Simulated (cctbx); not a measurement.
**Diagnosing a refinement**

Cell a = 4.4250 Å, b = 7.8180 Å, c = 15.0370 Å, α = 90.00°, β = 90.00°, γ = 90.00°; space group Immm (no. 71). The compound is La3Hg4Pd4.

The data are simulated with cctbx, not measured: Cu Kα, λ = 1.54184 Å, to d = 0.8 Å, 80 % of the full sphere, strongest reflection 5000 counts, noise from counting, a 1.5 % proportional error and a noise floor of 2 counts (s.d.); no absorption.

An anisotropic refinement with weights 1/σ² prints:

```text
Rint 0.043, 337 unique reflections to 0.80 A
cycle     R1     wR2    GooF  max shift (A)
   1  0.0484  0.0967   2.682   0.00266
   2  0.0216  0.0446   1.238   0.00000
final R1 0.0216 wR2 0.0446 GooF 1.238  parameters 21  data/parameter 16.0
atom        x        y        z      Ueq    occ   su(xyz)  su(Uiso or U11)
Hg1    0.50000  0.68937  0.82725   0.0166  1.000  0.00007  0.0003
La1    0.50000  0.50000  0.62938   0.0135  1.000  0.00007  0.0006
La2    0.00000  0.50000  0.00000   0.0125  1.000  0.00000  0.0007
Pd1    0.50000  0.20137  0.00000   0.0153  1.000  0.00019  0.0007
Pd2    0.50000  0.00000  0.71849   0.0227  1.000  0.00011  0.0008
difference map: max 1.98 min -1.82 rms 0.46
Q1    0.0000  0.3434  0.5000    4    2.00  0.35 A from Pd1
Q2    0.0000  0.2722  0.4768    8    1.95  0.41 A from Pd1
Q3    0.0000  0.5000  0.5000    2    1.93  1.57 A from Pd1
Q4    0.0000  0.0980  0.2791    8    1.72  1.02 A from Hg1
Q5    0.0000  0.0000  0.0728    4    1.67  0.85 A from La1
Q6    0.0000  0.0624  0.1314    8    1.55  0.49 A from La1
```

**Question.** Can this result stand? If not, what is the likely fault?

Mend it. The fault: anomalous dispersion left out. Against the right model at the same level, R1 goes from 0.0173 to 0.0216 and GooF from 0.91 to 1.24. No atom is wrong: without f′ and f″ the atoms near an edge get the wrong scattering power, which U and the scale absorb. The signs are weak, and the output alone doesn't single this fault out.

The compound is La3Hg4Pd4. The right model at the same level gives:

```text
Rint 0.043, 337 unique reflections to 0.80 A
cycle     R1     wR2    GooF  max shift (A)
   1  0.0300  0.0611   1.695   0.00195
   2  0.0173  0.0329   0.912   0.00000
final R1 0.0173 wR2 0.0329 GooF 0.912  parameters 21  data/parameter 16.0
atom        x        y        z      Ueq    occ   su(xyz)  su(Uiso or U11)
Hg1    0.50000  0.68939  0.82725   0.0142  1.000  0.00005  0.0002
La1    0.50000  0.50000  0.62938   0.0152  1.000  0.00005  0.0004
La2    0.00000  0.50000  0.00000   0.0143  1.000  0.00000  0.0005
Pd1    0.50000  0.20146  0.00000   0.0184  1.000  0.00014  0.0005
Pd2    0.50000  0.00000  0.71851   0.0261  1.000  0.00008  0.0006
difference map: max 1.40 min -1.76 rms 0.33
Q1    0.0000  0.1472  0.0000    4    1.41  2.25 A from Pd1
Q2    0.0000  0.1046  0.2785    8    1.35  0.99 A from Hg1
Q3    0.1612  0.0805  0.0000    8    1.09  1.77 A from Pd1
Q4    0.2450  0.1878  0.2692   16    1.06  1.39 A from Hg1
Q5    0.0000  0.0000  0.2829    4    1.04  1.62 A from Hg1
Q6    0.1688  0.0763  0.5000    8    1.00  1.58 A from La2
```

This is a model crystal, built by substitution and not relaxed, with assumed displacement parameters.

[Middle refinement cycles are left out of these outputs.]

[Logs are printed without paths, hosts, clocks, repeated set-up lines and the standing remarks that a program may print on its own settings, such as how far it seeks lower states.]
